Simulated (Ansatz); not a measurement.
## ZnBi2Ru2, from a guessed structure to a relaxed one

This structure for ZnBi2Ru2 is made up. Its elements were placed in a known structure type with a cell scaled to their sizes. What cell does the guess relax to, and how far off was it?

Calculated with Ansatz 0.2.0; DFT, PBE, plane-wave PAW, files of the set soft_1, scalar-relativistic, no spin, cell and ions relaxed at zero pressure; PAW set soft_1, in the first sound run; inputs show where later runs differ.

## Step 1: The starting structure

It takes space group Cmmm (No. 65, orthorhombic). Conventional cell: a = 3.816 Å, b = 14.003 Å, c = 3.688 Å, α = 90.00°, β = 90.00°, γ = 90.00°. Bi has 6 Ru at 2.78 to 2.95 Å nearest. Ru has 2 Ru at 2.41 Å and 1 Zn at 2.77 Å and 6 Bi at 2.78 to 2.95 Å nearest. Zn has 2 Ru at 2.77 Å nearest. Farther neighbours are not listed.

## Step 2: Relaxing cell and atoms

The guess takes its coordinates from another compound and its volume from a rule, so the cell and any free coordinates are relaxed together.

input.yaml

```yaml
crystal:
  lattice:
    - [1.908, -7.0015, 0.0]
    - [1.908, 7.0015, 0.0]
    - [0.0, 0.0, 3.688]
  atoms:
    - { symbol: Bi, position: [0.6377, 0.3623, 0.5] }
    - { symbol: Bi, position: [0.3623, 0.6377, 0.5] }
    - { symbol: Ru, position: [0.8025, 0.1975, 0.0] }
    - { symbol: Ru, position: [0.1975, 0.8025, 0.0] }
    - { symbol: Zn, position: [0.0, 0.0, 0.0] }
kpoints:
  mp_grid: { grid: [7, 7, 7] }
scf:
  occupations: { method: fermi_dirac, width: 0.05 }
hamiltonian:
  xc: pbe
  pseudopotentials: { kind: paw, azcp: { folder: soft_1 } }
relax:
  f_tol: 0.015
  max_steps: 70
  cell: {}
output:
  forces: true
  stress: true
```

Command:

```
ansatz run input.yaml --threads 4 --pin off --max-ram 8192MiB --backend cpu --events-out ev --progress --plain --runs-dir out
```

Numbers of over 12 decimals in the logs are rounded to 6 here.

The log of the run:

```text
Engine: ansatz 0.2.0, x86_64-unknown-linux-gnu
Pseudopotentials: kind: paw
Pseudopotential: Bi, paw, valence charge 15, recommended cutoff 420 eV (normal), soft_1/Bi.paw.azcp
Pseudopotential: Ru, paw, valence charge 16, recommended cutoff 420 eV (normal), soft_1/Ru.paw.azcp
Pseudopotential: Zn, paw, valence charge 12, recommended cutoff 420 eV (normal), soft_1/Zn.paw.azcp
Functional definition: PBE
  parameter kappa = 0.804
  parameter beta = 0.066725
  exchange = pbe_x(kappa = kappa, mu = beta*pi^2/3)
  correlation = pbe_c(beta = beta)
Crystal: 5 atoms, lattice volume = 98.535 Å³
Basis set: ecut = 420 eV, 1941 PW (Γ), exchange–correlation on 100×100×50 points (8 copies of the dense FFT grid, shifted against one another)
Bands: 45, of which v1, the nominal top of the filled ones, is band 37 counted from 1 (36 counted from 0)
Symmetry: 8 space group operations
Space group: Cmmm (ITA 65), of the structure as read, at distance tolerance 4.6e-5 Å
k-points: 64 of 343
Non-local potential: Bi, projectors of the file, l = 0: 2, l = 1: 2, l = 2: 2, l = 3: 1
Non-local potential: Ru, projectors of the file, l = 0: 3, l = 1: 2, l = 2: 2, l = 3: 1
Non-local potential: Zn, projectors of the file, l = 0: 2, l = 1: 2, l = 2: 3, l = 3: 1
PAW form: soft (Blöchl's): semilocal exchange-correlation on the pseudo side does not see the compensation charge
PAW one-centre angular grid: Bi, 590 points (default); XC on 64 Gauss nodes
PAW one-centre angular grid: Ru, 590 points (default); XC on 64 Gauss nodes
PAW one-centre angular grid: Zn, 590 points (default); XC on 64 Gauss nodes
Initial density: superposition of atomic densities (chi_scale 0.1, normalization cell, long waves kept (reshape's long-wave potential 0.22 eV rms))
Initial wavefunctions: pseudopotential atomic-orbital guess
Functional: x = pbe(κ = 0.804, μ = 0.219515), c = pbe(β = 0.066725)
SCF iter   1: F=—  HF=-39874.262265 eV  |F-HF|=—  |Δ(HF+E_count)|=         —  Δρ=8.21e-2  dr2=1.13e1  ethr=3.10e-3  ⟨swp⟩=7.1  Hψ=12087  notcnv=0  defer=7
preconditioner: auto → Kerker (q_TF=auto, 2.601 Å⁻¹)  [metal: Δε(μ)=0.013 eV  Ē_g=14.285 eV  σ=0.050 eV  W_gap=0.07  n_scr=30 (ndim 8)  ℏωp=28.5 eV  f_vac=0.000  D(μ)=5.19/eV (n_scr^D=44)]
SCF iter   2: F=—  HF=-39873.046283 eV  |F-HF|=—  |Δ(HF+E_count)|=    1.22e0  Δρ=3.55e-2  dr2=2.32e0  ethr=3.10e-3  ⟨swp⟩=2.0  Hψ=4917  notcnv=0  defer=78
SCF iter   3: F=—  HF=-39872.795716 eV  |F-HF|=—  |Δ(HF+E_count)|=   2.51e-1  Δρ=1.15e-2  dr2=1.39e-1  ethr=3.10e-3  ⟨swp⟩=2.0  Hψ=4352  notcnv=0  defer=79
SCF iter   4: F=—  HF=-39872.755916 eV  |F-HF|=—  |Δ(HF+E_count)|=   3.98e-2  Δρ=5.71e-3  dr2=2.67e-2  ethr=1.88e-4  ⟨swp⟩=2.2  Hψ=4885  notcnv=0  defer=97
SCF iter   5: F=—  HF=-39872.754348 eV  |F-HF|=—  |Δ(HF+E_count)|=   1.57e-3  Δρ=1.34e-3  dr2=2.53e-3  ethr=3.61e-5  ⟨swp⟩=2.0  Hψ=4242  notcnv=0  defer=96
SCF iter   6: F=—  HF=-39872.753743 eV  |F-HF|=—  |Δ(HF+E_count)|=   6.05e-4  Δρ=3.26e-4  dr2=1.81e-4  ethr=3.41e-6  ⟨swp⟩=2.1  Hψ=3453  notcnv=0  defer=96
SCF iter   7: F=—  HF=-39872.753749 eV  |F-HF|=—  |Δ(HF+E_count)|=   6.78e-6  Δρ=2.27e-4  dr2=6.77e-5  ethr=2.45e-7  ⟨swp⟩=2.0  Hψ=3444  notcnv=0  defer=96
SCF iter   8: F=—  HF=-39872.753772 eV  |F-HF|=—  |Δ(HF+E_count)|=   2.23e-5  Δρ=4.14e-5  dr2=1.66e-6  ethr=9.15e-8  ⟨swp⟩=2.0  Hψ=3833  notcnv=0  defer=96
SCF iter   9: F=—  HF=-39872.753773 eV  |F-HF|=—  |Δ(HF+E_count)|=   1.28e-6  Δρ=2.00e-5  dr2=3.32e-7  ethr=2.25e-9  ⟨swp⟩=2.0  Hψ=3868  notcnv=0  defer=96
SCF iter  10: F=-39872.753773 eV  HF=-39872.753773 eV  |F-HF|=3.93e-10  |Δ(HF+E_count)|=   1.73e-9  Δρ=4.78e-6  dr2=2.69e-8  ethr=1.35e-10  ⟨swp⟩=4.0  Hψ=9134  notcnv=0
SCF 1 converged in 10 iterations: F = -39872.753773 eV  dr2 = 2.69e-8
  greatest PAW one-centre occupation: 1.000 electrons in one spin orbital (limit 2), on the Ru atom at site 3 (counted from 0), in its partial waves of l = 0
relax step   1: F+E_penalty+E_count = -39872.75377304 eV  Δ(F+E_penalty+E_count) = +0.000e0 eV  max|allowed force component| = 1.739e0 eV/Å  Δτ_max = 0.0000 Å  P = +12.289 GPa  Ω = 98.535 Å³  (10 SCF iters, dr2 threshold 1.00e-7 eV, accepted)
Crystal: 5 atoms, lattice volume = 108.232 Å³
Basis set: ecut = 420 eV, 2137 PW (Γ), exchange–correlation on 100×100×50 points (8 copies of the dense FFT grid, shifted against one another)
Initial density: handed on by an earlier stage of this run
Initial wavefunctions: those handed on with the density
iter 1 solved again at ethr=5.86e-5 eV; its pass at ethr=3.10e-3 eV (dr2=4.34e-2 eV) is discarded
SCF iter   1: F=—  HF=-39873.262243 eV  |F-HF|=—  |Δ(HF+E_count)|=         —  Δρ=7.35e-3  dr2=4.58e-2  ethr=5.86e-5  ⟨swp⟩=1.7  Hψ=15844  notcnv=0
preconditioner: auto → Kerker (q_TF=auto, 2.561 Å⁻¹)  [metal: Δε(μ)=0.004 eV  Ē_g=13.488 eV  σ=0.050 eV  W_gap=0.02  n_scr=30 (ndim 8)  ℏωp=27.2 eV  f_vac=0.000  D(μ)=7.24/eV (n_scr^D=68)]
SCF iter   2: F=—  HF=-39873.262455 eV  |F-HF|=—  |Δ(HF+E_count)|=   2.12e-4  Δρ=3.87e-3  dr2=1.46e-2  ethr=5.86e-5  ⟨swp⟩=1.0  Hψ=2880  notcnv=0
SCF iter   3: F=—  HF=-39873.264165 eV  |F-HF|=—  |Δ(HF+E_count)|=   1.71e-3  Δρ=1.63e-3  dr2=2.24e-3  ethr=1.97e-5  ⟨swp⟩=2.0  Hψ=3286  notcnv=0
SCF iter   4: F=—  HF=-39873.263527 eV  |F-HF|=—  |Δ(HF+E_count)|=   6.38e-4  Δρ=5.24e-4  dr2=5.24e-4  ethr=3.03e-6  ⟨swp⟩=2.0  Hψ=3492  notcnv=0
SCF iter   5: F=—  HF=-39873.263486 eV  |F-HF|=—  |Δ(HF+E_count)|=   4.07e-5  Δρ=2.04e-4  dr2=5.13e-5  ethr=7.08e-7  ⟨swp⟩=2.0  Hψ=3753  notcnv=0
SCF iter   6: F=—  HF=-39873.263440 eV  |F-HF|=—  |Δ(HF+E_count)|=   4.63e-5  Δρ=4.25e-5  dr2=3.20e-6  ethr=6.93e-8  ⟨swp⟩=2.1  Hψ=3826  notcnv=0
SCF iter   7: F=-39873.263440 eV  HF=-39873.263440 eV  |F-HF|=1.21e-7  |Δ(HF+E_count)|=   2.13e-8  Δρ=1.33e-5  dr2=2.72e-7  ethr=6.76e-10  ⟨swp⟩=4.6  Hψ=10445  notcnv=0
SCF 2 converged in 7 iterations: F = -39873.263440 eV  dr2 = 2.72e-7
relax step   2: F+E_penalty+E_count = -39873.26343958 eV  Δ(F+E_penalty+E_count) = -5.097e-1 eV  max|allowed force component| = 4.408e-1 eV/Å  Δτ_max = 0.1451 Å  P = -3.875 GPa  Ω = 108.232 Å³  energy of the carried Pulay correction = -5.402e-3 eV  (7 SCF iters, dr2 threshold 5.00e-7 eV, accepted)
Crystal: 5 atoms, lattice volume = 104.818 Å³
Basis set: ecut = 420 eV, 2061 PW (Γ), exchange–correlation on 100×100×50 points (8 copies of the dense FFT grid, shifted against one another)
iter 1 solved again at ethr=3.66e-5 eV; its pass at ethr=3.10e-3 eV (dr2=2.71e-2 eV) is discarded
SCF iter   1: F=—  HF=-39873.417238 eV  |F-HF|=—  |Δ(HF+E_count)|=         —  Δρ=4.97e-3  dr2=2.69e-2  ethr=3.66e-5  ⟨swp⟩=2.3  Hψ=15605  notcnv=0
[...]
relax step   6: F+E_penalty+E_count = -39873.52821161 eV  Δ(F+E_penalty+E_count) = -4.492e-2 eV  max|allowed force component| = 4.403e-1 eV/Å  Δτ_max = 0.0400 Å  P = +0.852 GPa  Ω = 105.158 Å³  energy of the carried Pulay correction = -3.745e-3 eV  (7 SCF iters, dr2 threshold 5.00e-7 eV, accepted)
relax step   7: F+E_penalty+E_count = -39873.54655781 eV  Δ(F+E_penalty+E_count) = -1.835e-2 eV  max|allowed force component| = 2.554e-1 eV/Å  Δτ_max = 0.0171 Å  P = -0.755 GPa  Ω = 105.943 Å³  energy of the carried Pulay correction = -4.173e-3 eV  (6 SCF iters, dr2 threshold 5.00e-7 eV, accepted)
relax step   8: F+E_penalty+E_count = -39873.57682347 eV  Δ(F+E_penalty+E_count) = -3.027e-2 eV  max|allowed force component| = 2.740e-1 eV/Å  Δτ_max = 0.0254 Å  P = -0.878 GPa  Ω = 104.872 Å³  energy of the carried Pulay correction = -3.588e-3 eV  (7 SCF iters, dr2 threshold 5.00e-7 eV, accepted)
relax step   9: F+E_penalty+E_count = -39873.57842866 eV  Δ(F+E_penalty+E_count) = -1.605e-3 eV  max|allowed force component| = 9.170e-2 eV/Å  Δτ_max = 0.0673 Å  P = +0.256 GPa  Ω = 102.265 Å³  energy of the carried Pulay correction = -2.140e-3 eV  (8 SCF iters, dr2 threshold 5.00e-7 eV, accepted)
relax step  10: F+E_penalty+E_count = -39873.60060189 eV  Δ(F+E_penalty+E_count) = -2.217e-2 eV  max|allowed force component| = 4.389e-2 eV/Å  Δτ_max = 0.0192 Å  P = +0.099 GPa  Ω = 103.403 Å³  energy of the carried Pulay correction = -2.776e-3 eV  (7 SCF iters, dr2 threshold 5.00e-7 eV, accepted)
relax step  11: F+E_penalty+E_count = -39873.60053560 eV  Δ(F+E_penalty+E_count) = +6.629e-5 eV  max|allowed force component| = 1.662e-2 eV/Å  Δτ_max = 0.0075 Å  P = -0.293 GPa  Ω = 104.032 Å³  energy of the carried Pulay correction = -3.126e-3 eV  (6 SCF iters, dr2 threshold 1.20e-7 eV, accepted)
relax step  12: F+E_penalty+E_count = -39873.60034788 eV  Δ(F+E_penalty+E_count) = +1.877e-4 eV  max|allowed force component| = 6.113e-2 eV/Å  Δτ_max = 0.0049 Å  P = +0.483 GPa  Ω = 103.349 Å³  energy of the carried Pulay correction = -2.747e-3 eV  (6 SCF iters, dr2 threshold 4.22e-7 eV, rejected (line search))
relax step  13: F+E_penalty+E_count = -39873.60107479 eV  Δ(F+E_penalty+E_count) = -5.392e-4 eV  max|allowed force component| = 2.330e-3 eV/Å  Δτ_max = 0.0044 Å  P = +0.004 GPa  Ω = 103.689 Å³  energy of the carried Pulay correction = -2.935e-3 eV  (9 SCF iters, accepted)
relax step  14: F+E_penalty+E_count = -39873.62031508 eV  Δ(F+E_penalty+E_count) = -1.924e-2 eV  max|allowed force component| = 1.588e-3 eV/Å  Δτ_max = 0.0000 Å  P = +0.285 GPa  Ω = 103.689 Å³  stress off target by 8.03e-1 GPa  SCF on the basis re-selected at this cell (its energy is not comparable with the rows above)  (9 SCF iters)
relax step  15: F+E_penalty+E_count = -39873.62199762 eV  Δ(F+E_penalty+E_count) = -1.683e-3 eV  max|allowed force component| = 9.171e-3 eV/Å  Δτ_max = 0.0039 Å  P = +0.001 GPa  Ω = 103.976 Å³  energy of the carried Pulay correction = -1.383e-4 eV  (6 SCF iters, dr2 threshold 5.00e-7 eV, accepted)
relax step  16: F+E_penalty+E_count = -39873.62211749 eV  Δ(F+E_penalty+E_count) = -1.199e-4 eV  max|allowed force component| = 3.526e-3 eV/Å  Δτ_max = 0.0041 Å  P = -0.020 GPa  Ω = 104.025 Å³  energy of the carried Pulay correction = -1.665e-4 eV  (6 SCF iters, dr2 threshold 4.09e-8 eV, accepted)
iter 1 solved again at ethr=4.76e-7 eV; its pass at ethr=3.10e-3 eV (dr2=3.52e-4 eV) is discarded
SCF iter   1: F=—  HF=-39873.622209 eV  |F-HF|=—  |Δ(HF+E_count)|=         —  Δρ=7.98e-5  dr2=2.05e-7  ethr=4.76e-7  ⟨swp⟩=2.9  Hψ=18722  notcnv=0
eigensolver tolerance schedule: the retry pair's looser diagonalisation over-reported the residual by 1715.14 of it (diagonalisation noise at 0.36 of the residual, at the tolerance the schedule requests for it); recorded, not acted on — ethr = c·dr2/N_el stays at c = 1.0e-1
preconditioner: auto → Kerker (q_TF=auto, 2.578 Å⁻¹)  [metal: Δε(μ)=0.022 eV  Ē_g=13.765 eV  σ=0.050 eV  W_gap=0.11  n_scr=26 (ndim 8)  ℏωp=27.7 eV  f_vac=0.002  D(μ)=3.23/eV (n_scr^D=26)]
SCF iter   2: F=—  HF=-39873.622270 eV  |F-HF|=—  |Δ(HF+E_count)|=   6.09e-5  Δρ=4.11e-5  dr2=8.07e-8  ethr=2.77e-10  ⟨swp⟩=2.1  Hψ=5165  notcnv=0
SCF iter   3: F=—  HF=-39873.622280 eV  |F-HF|=—  |Δ(HF+E_count)|=   1.04e-5  Δρ=5.72e-6  dr2=1.22e-8  ethr=1.09e-10  ⟨swp⟩=2.0  Hψ=3436  notcnv=0
SCF iter   4: F=—  HF=-39873.622281 eV  |F-HF|=—  |Δ(HF+E_count)|=   7.00e-8  Δρ=1.43e-6  dr2=2.94e-9  ethr=1.65e-11  ⟨swp⟩=2.0  Hψ=3531  notcnv=0
SCF iter   5: F=—  HF=-39873.622281 eV  |F-HF|=—  |Δ(HF+E_count)|=   7.59e-9  Δρ=7.15e-7  dr2=8.98e-10  ethr=3.97e-12  ⟨swp⟩=2.0  Hψ=3621  notcnv=0
SCF iter   6: F=—  HF=-39873.622281 eV  |F-HF|=—  |Δ(HF+E_count)|=  5.09e-11  Δρ=1.94e-7  dr2=6.46e-11  ethr=1.21e-12  ⟨swp⟩=2.0  Hψ=3746  notcnv=0
SCF iter   7: F=-39873.622281 eV  HF=-39873.622281 eV  |F-HF|=2.18e-11  |Δ(HF+E_count)|=  1.46e-11  Δρ=1.26e-7  dr2=8.64e-12  ethr=1.00e-12  ⟨swp⟩=4.0  Hψ=8740  notcnv=0
SCF 17 converged in 7 iterations: F = -39873.622281 eV  dr2 = 8.64e-12
relax step  17: F+E_penalty+E_count = -39873.62228055 eV  Δ(F+E_penalty+E_count) = -1.631e-4 eV  max|allowed force component| = 3.529e-3 eV/Å  Δτ_max = 0.0000 Å  P = -0.021 GPa  Ω = 104.025 Å³  stress off target by 4.00e-2 GPa  SCF on the basis re-selected at this cell (its energy is not comparable with the rows above)  (7 SCF iters)
basis re-selected at this cell: Δ(F+E_penalty+E_count) = -1.631e-4 eV, ΔP = -0.001 GPa vs the last step (what re-selecting the basis moved, of the pressure what is left beyond the Pulay correction that the steps carried, after the strain that the cell walked since its last selection, with what the two solves' SCF thresholds leave and, on support functions, any second-order correction that the steps lacked; it is no m [...]
SCF converged after 7 iterations
Free energy (F): -39873.622281 eV
Harris-Foulkes:  -39873.622281 eV  (|F-HF|=2.18e-11)
Internal energy: -39873.594641 eV  (E = F + TS)
E sigma→0 (E₀):  -39873.608461 eV
Entropy (-TS):   -0.027639 eV (-5.528 meV/atom)
Fermi energy:    14.480521 eV
--- Per-component energies (eV) ---
  E_band       = -348.412301
  E_kinetic    = 1579.786582
  E_local      = -8068.346528  (includes V_loc(G=0)·N_el)
  E_nonlocal   = 2470.256297
  E_hartree    = 2999.077139
  E_xc         = -718.759339
  E_vxc        = -739.654141  (∫ρ·V_xc dr)
  E_paw        = -30232.697340  (= ΣΔE_a)
  E_vpaw       = -1588.610186  (= ΣTr[D̂ρ^β])
  E_aug_tail   = 0.001520  (compensation charges beyond the density's cutoff)
  E_ewald      = -7902.912973
  E_smearing   = -0.027639  (= −TS)
  E_closure    = -0.000000  (closes the sum)
  Σ components = -39873.622281   (vs F -39873.622281, Δ=0.00e0)
--- Forces (eV/Å), atoms counted from 1 ---
  atom   1  Bi     0.00000000     0.00173996     0.00000000
  atom   2  Bi     0.00000000    -0.00173996    -0.00000000
  atom   3  Ru    -0.00000000     0.00352903     0.00000000
  atom   4  Ru     0.00000000    -0.00352903    -0.00000000
  atom   5  Zn    -0.00000000    -0.00000000     0.00000000
  max |Σ_I F_I| component: 6.31e-30 eV/Å
--- Stress (GPa, compression-positive) ---
       -0.040022      -0.000000      -0.000000
       -0.000000      -0.001334       0.000000
       -0.000000       0.000000      -0.021587
  P = ⅓ Tr σ = -0.0210 GPa (-0.210 kbar)
--- Relaxed structure (15 steps of the walk, 14 accepted, 2 SCFs on fresh bases) ---
  F+E_penalty+E_count = -39873.62228055 eV   max|allowed force component| = 3.529e-3 eV/Å   (the final SCF, on the basis selected at the relaxed cell)
  cell:  # Å, volume = 104.0249 Å³
    - [2.231247, -6.687390, 3.87451009553635e-17]
    - [2.231247, 6.687390, -3.8745100955363486e-17]
    - [0, -2.0408759883365072e-17, 3.485804]
  atoms:
    - { symbol: Bi, position: [0.640481, 0.359519, 0.5] }
    - { symbol: Bi, position: [0.359519, 0.640481, 0.5] }
    - { symbol: Ru, position: [0.810686, 0.189314, -1.7253483409273138e-18] }
    - { symbol: Ru, position: [0.189314, 0.810686, 1.7253483409273122e-18] }
    - { symbol: Zn, position: [0, 0, 0] }
```

The job ended after 76 s (4 threads of Intel Xeon Platinum 8488C (Sapphire Rapids), shared host; peak memory 0.75 GiB).

Step by step:

```tsv
step	energy less that of the first step (eV)	largest force component (eV/Å)	pressure (GPa)	volume (Å³)
1	0.0000	1.7391	12.29	98.53
2	-0.5097	0.4408	-3.88	108.23
3	-0.6591	0.2678	-0.52	104.82
4	-0.6904	0.2072	1.12	104.57
5	-0.7295	0.0699	1.18	104.45
6	-0.7744	0.4403	0.85	105.16
7	-0.7928	0.2554	-0.76	105.94
8	-0.8231	0.2740	-0.88	104.87
9	-0.8247	0.0917	0.26	102.27
10	-0.8468	0.0439	0.10	103.40
11	-0.8468	0.0166	-0.29	104.03
12	-0.8466	0.0611	0.48	103.35
13	-0.8473	0.0023	0.00	103.69
14*	-0.8665	0.0016	0.28	103.69
15	-0.8682	0.0092	0.00	103.98
16	-0.8683	0.0035	-0.02	104.02
17*	-0.8685	0.0035	-0.02	104.02
```

Relaxation steps marked * repeat the geometry before them on a plane-wave basis chosen anew for their cell, so energy and pressure can jump there. Relaxation step 12 was tried and not accepted.

The run keeps the 8 symmetry operations that it works with, so distortions that break them were not tested.

```tsv
cell as run	before	after	change
a (Å)	7.257	7.050	-2.9 %
b (Å)	7.257	7.050	-2.9 %
c (Å)	3.688	3.486	-5.5 %
γ (°)	149.51	143.10	-4.3 %
volume (Å³/atom)	19.71	20.80	+5.6 %
```

The atoms that moved most (Å, as changes of fractional coordinates times the final cell):

```tsv
atom	dx	dy	dz	length
Ru4	0.000	0.109	0.000	0.109
Ru3	0.000	-0.109	0.000	0.109
Bi2	0.000	0.037	0.000	0.037
Bi1	0.000	-0.037	0.000	0.037
```

The relaxed structure:

```xyz
5
Lattice="2.2312 -6.6874 0.0000 2.2312 6.6874 0.0000 0.0000 0.0000 3.4858" Properties=species:S:1:pos:R:3 pbc="T T T"
Bi    2.2312   -1.8789    1.7429
Bi    2.2312    1.8789    1.7429
Ru    2.2312   -4.1554    0.0000
Ru    2.2312    4.1554    0.0000
Zn    0.0000    0.0000    0.0000
```

This step gave:

```
free energy             : -39873.6223 eV
energy at zero smearing : -39873.6085 eV
smearing term TS        : 0.02764 eV
Fermi energy            : 14.48 eV
electrons               : 74
symmetry operations     : 8
pressure                : -0.02098 GPa
```

The shortest distance of each pair, which need not be the same contact before and after:

```tsv
pair	guess (Å)	relaxed (Å)
Ru–Zn	2.766	2.532
Ru–Ru	2.409	2.759
Bi–Ru	2.782	2.867
Bi–Zn	3.280	3.398
Bi–Bi	3.679	3.486
```

The relaxation ends with a largest force component of 0.0035 eV/Å and a pressure of -0.02 GPa.

[end of part 1 of 2]

[Logs are printed without paths, hosts, clocks, repeated set-up lines and the standing remarks that a program may print on its own settings, such as how far it seeks lower states.]

[Hosts, paths, dates, database ids (printed as entryN), source tags and the programs' standing remarks are cut or masked in the printed files.]
